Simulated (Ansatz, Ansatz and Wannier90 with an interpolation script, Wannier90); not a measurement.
# From a coarse GW mesh to bands everywhere: CsCdCl3 (Pm-3m)

Wanted: quasiparticle gap and band widths of CsCdCl3 (Pm-3m) over the whole zone.

Calculated with Ansatz 0.2.0; LDA, Wannier functions and G0W0, plane waves, PAW.

The database entry behind the starting cell is an old determination (1928), so it need not match the best structure at ambient conditions.

**1. Starting point**

The structure is cubic, space group Pm-3m (No. 221). The conventional cell has a = 5.200 Å, b = 5.200 Å, c = 5.200 Å, α = 90.00°, β = 90.00°, γ = 90.00°. Nearest to Cs lie 12 Cl at 3.68 Å. Nearest to Cd lie 6 Cl at 2.60 Å. Cl has 2 Cd at 2.60 Å and 4 Cs at 3.68 Å nearest. Farther neighbours and most contacts between anions are not listed.

The cell and positions come from the Crystallography Open Database and are kept as given unless a step says otherwise. Spin-orbit coupling is left out unless a step names it. The default PAW set here is soft_2. Its files were made with PBE.

**2. LDA bands**

The cheap functional maps the bands first; the places of the edges decide which points the dearer methods must see.

This step: DFT, LDA, plane waves, PAW.

input.yaml reads:

```yaml
crystal:
  lattice:
    - [5.2, 0.0, 0.0]
    - [0.0, 5.2, 0.0]
    - [0.0, 0.0, 5.2]
  atoms:
    - { symbol: Cs, position: [0.0, 0.0, 0.0] }
    - { symbol: Cd, position: [0.5, 0.5, 0.5] }
    - { symbol: Cl, position: [0.0, 0.5, 0.5] }
    - { symbol: Cl, position: [0.5, 0.0, 0.5] }
    - { symbol: Cl, position: [0.5, 0.5, 0.0] }
kpoints:
  mp_grid: { grid: [4, 4, 4] }
  band_path:
    path:
      - [[0.0, 0.0, 0.0], [0.0, 0.5, 0.0], [0.5, 0.5, 0.0], [0.0, 0.0, 0.0], [0.5, 0.5, 0.5], [0.0, 0.5, 0.0]]
      - [[0.5, 0.5, 0.5], [0.5, 0.5, 0.0]]
    npoints: 10
hamiltonian:
  xc: lda
scf:
  occupations: { method: fermi_dirac, width: 0.02 }
  n_extra_bands: 74
output:
  eigenvalues: true
  forces: true
  stress: true
  fatbands: true
  write_density: true
  write_potential: true
  elf: true
  volumetric_format: npy
```

Launch:

```bash
> ansatz run input.yaml --threads 4 --pin off --max-ram 18432MiB --backend cpu --events-out ev --progress --plain --runs-dir out
```

Numbers of over 12 decimals in the logs are rounded to 6 here.

The log of the run:

```text
scf.n_extra_bands = 74 over 25 filled bands (N_el = 50.0): the run solves 99 bands
Engine: ansatz 0.2.0, aarch64-unknown-linux-gnu
Pseudopotentials: kind: paw
Pseudopotential: Cs, paw, valence charge 9, recommended cutoff 420 eV (normal), Cs.paw.azcp
Pseudopotential: Cd, paw, valence charge 20, recommended cutoff 420 eV (normal), Cd.paw.azcp
Pseudopotential: Cl, paw, valence charge 7, recommended cutoff 420 eV (normal), Cl.paw.azcp
Functional definition: SPW92
  exchange = slater_x
  correlation = pw_c
Crystal: 5 atoms, lattice volume = 140.608 Å³
Basis set: ecut = 420 eV, 2777 PW (Γ)
Bands: 99, of which v1, the nominal top of the filled ones, is band 25 counted from 1 (24 counted from 0)
Symmetry: 48 space group operations
Space group: Pm-3m (ITA 221), of the structure as read, at distance tolerance 5.2e-5 Å
k-points: 10 of 64
Non-local potential: Cs, projectors of the file, l = 0: 3, l = 1: 2, l = 2: 2, l = 3: 2
Non-local potential: Cd, projectors of the file, l = 0: 3, l = 1: 2, l = 2: 2, l = 3: 1
Non-local potential: Cl, projectors of the file, l = 0: 2, l = 1: 2, l = 2: 2
PAW form: soft (Blöchl's): semilocal exchange-correlation on the pseudo side does not see the compensation charge
PAW frozen core: Cs, regenerated for the run's functional, and the local potential with it (the file was generated under x = pbe(κ = 0.804, μ = 0.219515), c = pbe(β = 0.066725))
PAW frozen core: Cd, regenerated for the run's functional, and the local potential with it (the file was generated under x = pbe(κ = 0.804, μ = 0.219515), c = pbe(β = 0.066725))
PAW frozen core: Cl, regenerated for the run's functional, and the local potential with it (the file was generated under x = pbe(κ = 0.804, μ = 0.219515), c = pbe(β = 0.066725))
PAW one-centre angular grid: Cs, 194 points (default); XC on 64 Gauss nodes
PAW one-centre angular grid: Cd, 590 points (default); XC on 64 Gauss nodes
PAW one-centre angular grid: Cl, 110 points (default); XC on 64 Gauss nodes
Initial density: superposition of atomic densities (neutral atoms: chi_scale 0, normalization atom), corrected by the library's trained network
Initial wavefunctions: pseudopotential atomic-orbital guess
Functional: x = slater, c = lda
SCF iter   1: F=—  HF=-16762.450694 eV  |F-HF|=—  |Δ(HF+E_count)|=         —  Δρ=7.42e-3  dr2=7.35e-2  ethr=1.77e-3  ⟨swp⟩=5.1  Hψ=4997  notcnv=0  defer=271
preconditioner: auto → Resta (q_TF=auto, 2.296 Å⁻¹)  ε∞=1.6  [insulator: Δε(μ)=1.389 eV  Ē_g=25.637 eV  σ=0.020 eV  W_gap=1.00  n_scr=26 (ndim 8)  ℏωp=20.3 eV  f_vac=0.041  D(μ)=0.00/eV (n_scr^D=0)  ε∞_Penn≈1.6]
SCF iter   2: F=—  HF=-16762.428100 eV  |F-HF|=—  |Δ(HF+E_count)|=   2.26e-2  Δρ=2.88e-3  dr2=6.93e-3  ethr=1.47e-4  ⟨swp⟩=2.0  Hψ=1197  notcnv=0  defer=623
SCF iter   3: F=—  HF=-16762.426328 eV  |F-HF|=—  |Δ(HF+E_count)|=   1.77e-3  Δρ=9.10e-4  dr2=6.97e-4  ethr=1.39e-5  ⟨swp⟩=2.0  Hψ=331  notcnv=0  defer=665
SCF iter   4: F=—  HF=-16762.426195 eV  |F-HF|=—  |Δ(HF+E_count)|=   1.34e-4  Δρ=1.15e-4  dr2=1.22e-5  ethr=1.39e-6  ⟨swp⟩=2.6  Hψ=523  notcnv=0  defer=665
SCF iter   5: F=—  HF=-16762.426182 eV  |F-HF|=—  |Δ(HF+E_count)|=   1.28e-5  Δρ=3.16e-5  dr2=1.36e-6  ethr=2.45e-8  ⟨swp⟩=2.0  Hψ=533  notcnv=0  defer=665
SCF iter   6: F=-16762.426182 eV  HF=-16762.426182 eV  |F-HF|=6.39e-9  |Δ(HF+E_count)|=   2.64e-7  Δρ=6.46e-6  dr2=7.86e-8  ethr=2.00e-10  ⟨swp⟩=16.4  Hψ=8003  notcnv=0
SCF 1 converged in 6 iterations: F = -16762.426182 eV  dr2 = 7.86e-8
[...]
NSCF: frozen V_eff on 62 k-points
SCF converged after 6 iterations
Free energy (F): -16762.426182 eV
Harris-Foulkes:  -16762.426182 eV  (|F-HF|=6.39e-9)
Internal energy: -16762.426182 eV  (E = F + TS)
E sigma→0 (E₀):  -16762.426182 eV
Fermi energy:    4.473819 eV
--- Per-component energies (eV) ---
  E_band       = -629.880993
  E_kinetic    = 1130.386119
  E_local      = -5640.934649  (includes V_loc(G=0)·N_el)
  E_nonlocal   = 165.995367
  E_hartree    = 2493.987894
  E_xc         = -665.458337
  E_vxc        = -711.576076  (∫ρ·V_xc dr)
  E_paw        = -10727.634100  (= ΣΔE_a)
  E_vpaw       = -561.731993  (= ΣTr[D̂ρ^β])
  E_aug_tail   = 0.000305  (compensation charges beyond the density's cutoff)
  E_ewald      = -3520.377381
  E_core_change = 1.608600  (= ΣΔE_core)
  E_smearing   = -0.000000  (= −TS)
  E_closure    = 0.000000  (closes the sum)
  Σ components = -16762.426182   (vs F -16762.426182, Δ=0.00e0)
--- Forces (eV/Å), atoms counted from 1 ---
  atom   1  Cs    -0.00000000    -0.00000000     0.00000000
  atom   2  Cd     0.00000000    -0.00000000    -0.00000000
  atom   3  Cl     0.00000000    -0.00000000    -0.00000000
  atom   4  Cl    -0.00000000    -0.00000000    -0.00000000
  atom   5  Cl     0.00000000     0.00000000     0.00000000
  max |Σ_I F_I| component: 5.34e-29 eV/Å
--- Stress (GPa, compression-positive) ---
       -1.903373       0.000000       0.000000
        0.000000      -1.903373       0.000000
        0.000000       0.000000      -1.903373
  P = ⅓ Tr σ = -1.9034 GPa (-19.034 kbar)
--- Band table (eV; the first three rows and the last of 10) ---
  k-point 0: bands = [... 21 lower, 2.7812, 3.1107, 3.1107, 3.1107, 5.2075, 9.2589, 9.5908, 9.5908, ... 70 higher]
  k-point 1: bands = [... 21 lower, 2.7431, 2.7431, 3.0125, 3.0125, 6.4043, 9.9278, 10.1751, 10.2588, ... 70 higher]
  k-point 2: bands = [... 21 lower, 2.7887, 2.7887, 2.8412, 2.8412, 7.9504, 10.6177, 10.9256, 11.4345, ... 70 higher]
  k-point 9: bands = [... 21 lower, 3.4250, 3.4250, 3.6969, 3.6969, 9.3457, 9.3457, 9.3457, 10.9459, ... 70 higher]
```

Elapsed: 13 s, on 4 threads of Arm Neoverse V1, shared host; peak memory 0.8 GiB.

Reading the cycles: dr2 is the Hartree energy of the density residual (eV), the measure of convergence; HF is the Harris–Foulkes estimate of the energy, which meets the free energy F at convergence.

Numbers from this step:

```
pressure             : -1.903 GPa
filled bands         : 25
gap                  : 1.511 eV
valence top at       : R
conduction bottom at : Γ
least direct gap     : 2.097 eV
```

The gap is indirect, with the least direct gap 0.59 eV higher.

The electronic bands at the labelled points (eV, zero at the top of the highest nominally filled band):

| point | band 22 | band 23 | band 24 | band 25 | band 26 | band 27 | band 28 | band 29 |
| --- | --- | --- | --- | --- | --- | --- | --- | --- |
| Γ | -0.92 | -0.59 | -0.59 | -0.59 | 1.51 | 5.56 | 5.89 | 5.89 |
| halfway | -0.95 | -0.95 | -0.68 | -0.68 | 2.71 | 6.23 | 6.48 | 6.56 |
| X | -0.91 | -0.91 | -0.86 | -0.86 | 4.25 | 6.92 | 7.23 | 7.74 |
| halfway | -1.01 | -0.98 | -0.54 | -0.53 | 4.75 | 7.30 | 7.64 | 7.82 |
| M | -1.07 | -1.07 | -0.29 | -0.01 | 6.04 | 7.02 | 7.02 | 7.66 |
| halfway | -1.02 | -0.80 | -0.80 | -0.42 | 3.43 | 6.79 | 6.82 | 7.05 |
| Γ | -0.92 | -0.59 | -0.59 | -0.59 | 1.51 | 5.56 | 5.89 | 5.89 |
| halfway | -1.22 | -0.61 | -0.46 | -0.46 | 3.93 | 6.89 | 7.06 | 7.06 |
| R | -0.27 | -0.27 | 0.00 | 0.00 | 5.65 | 5.65 | 5.65 | 7.25 |
| halfway | -0.65 | -0.57 | -0.55 | -0.50 | 5.05 | 6.68 | 7.28 | 7.50 |
| X | -0.91 | -0.91 | -0.86 | -0.86 | 4.25 | 6.92 | 7.23 | 7.74 |
| jump to R | -0.27 | -0.27 | 0.00 | 0.00 | 5.65 | 5.65 | 5.65 | 7.25 |
| halfway | -0.59 | -0.59 | -0.28 | 0.00 | 5.99 | 6.25 | 6.25 | 7.22 |
| M | -1.07 | -1.07 | -0.29 | -0.01 | 6.04 | 7.02 | 7.02 | 7.66 |

Valence density in the ac plane at fractional y = 0.500, with atoms of Cd and Cl within 0.2 Å of it. It is the smooth field of the valence electrons, not physical close to the nuclei.

Ten steps, logarithmic in the rise over the least value, from '_' (0 e/Å³) to '@' (23 e/Å³), each cell a mean:
```
________::====--==--..______
________..::--==--::________
__________..::::....________
::....____..::::....____....
==--::....--++**==::....::--
--==--..::++%%@@##==..::====
::==--::::**@@@@%%==::::==--
====::..::==##%%**--..::--==
--::..__..::----::..__..::::
..________........________..
________..::----::..________
________..--======::..______
________::==--::==--..______
```
Columns run along a (5.2 Å), rows up along c (5.2 Å). Atoms in or near the plane, at fractional coordinates: Cd at (0.50, 0.50), Cl at (0.00, 0.50), Cl at (0.50, 0.00).

Electrostatic potential energy in the ac plane at fractional y = 0.500, with atoms of Cd and Cl within 0.2 Å of it. With pseudopotentials it is smooth inside the atoms' cores, unlike the true potential.

Ten even steps from '0' (-46 eV) to '9' (10 eV), each cell a mean:
```
99998400279999
99999854699999
99999988999999
99999887899999
46898655579985
02787533468840
01687432458830
14898544568862
78999866789998
99999988999999
99999977899999
99999621489999
99998400169999
```
Columns run along a (5.2 Å; values clipped at the 3rd and 97th percentile), rows up along c (5.2 Å). Atoms in or near the plane, at fractional coordinates: Cd at (0.50, 0.50), Cl at (0.00, 0.50), Cl at (0.50, 0.00).

**3. Overlaps and projections on 8×8×8**

This step: overlaps and projections of LDA states for Wannier90, plane waves, PAW.

input.yaml, the sections that differ from step 2:

```yaml
kpoints:
  mp_grid: { grid: [4, 4, 4] }
scf:
  occupations: { method: fixed }
  n_extra_bands: 74
output:
  wannier:
    kmesh: [8, 8, 8]
    projections: [{ species: Cd, l: s, shell: 5 }, { species: Cl, l: p, shell: 3 }]
    minimise: false
    seedname: w
    disentanglement: { window: [-1.62, 12.17], frozen_window: [-1.62, 5.71] }
# crystal, hamiltonian: as in step 2
```

The log of the run:

```text
[...]
Crystal: 5 atoms, lattice volume = 140.608 Å³
Basis set: ecut = 420 eV, 2777 PW (Γ)
Bands: 99, of which v1, the nominal top of the filled ones, is band 25 counted from 1 (24 counted from 0)
Symmetry: 48 space group operations
[...]
k-points: 10 of 64
[...]
--- Band table (eV; the first three rows and the last of 10) ---
  k-point 0: bands = [... 21 lower, 2.7812, 3.1106, 3.1106, 3.1106, 5.2076, 9.2589, 9.5908, 9.5908, ... 70 higher]
  k-point 1: bands = [... 21 lower, 2.7430, 2.7430, 3.0125, 3.0125, 6.4044, 9.9278, 10.1751, 10.2588, ... 70 higher]
  k-point 2: bands = [... 21 lower, 2.7886, 2.7886, 2.8411, 2.8411, 7.9504, 10.6177, 10.9256, 11.4345, ... 70 higher]
  k-point 9: bands = [... 21 lower, 3.4249, 3.4249, 3.6969, 3.6969, 9.3457, 9.3457, 9.3457, 10.9459, ... 70 higher]
[key lines of the parts left out:]
SCF converged after 6 iterations
Free energy (F): -16762.426182 eV
Fermi energy:    3.696862 eV
```

The job ended after 27 s (4 threads; peak memory 2.7 GiB; 100 s of CPU time).

(Continued in part 2 of 3.)

[Paths, hosts, dates, memory and timing lines, banners, echoed tables and standing remarks are left out of the program output.]

[Logs are printed without paths, hosts, clocks, repeated set-up lines and the standing remarks that a program may print on its own settings, such as how far it seeks lower states.]

[Runs of the session that timed out or met a known fault of the program may be left out.]

[Hosts, paths, dates, database ids (printed as entryN), source tags and the programs' standing remarks are cut or masked in the printed files.]
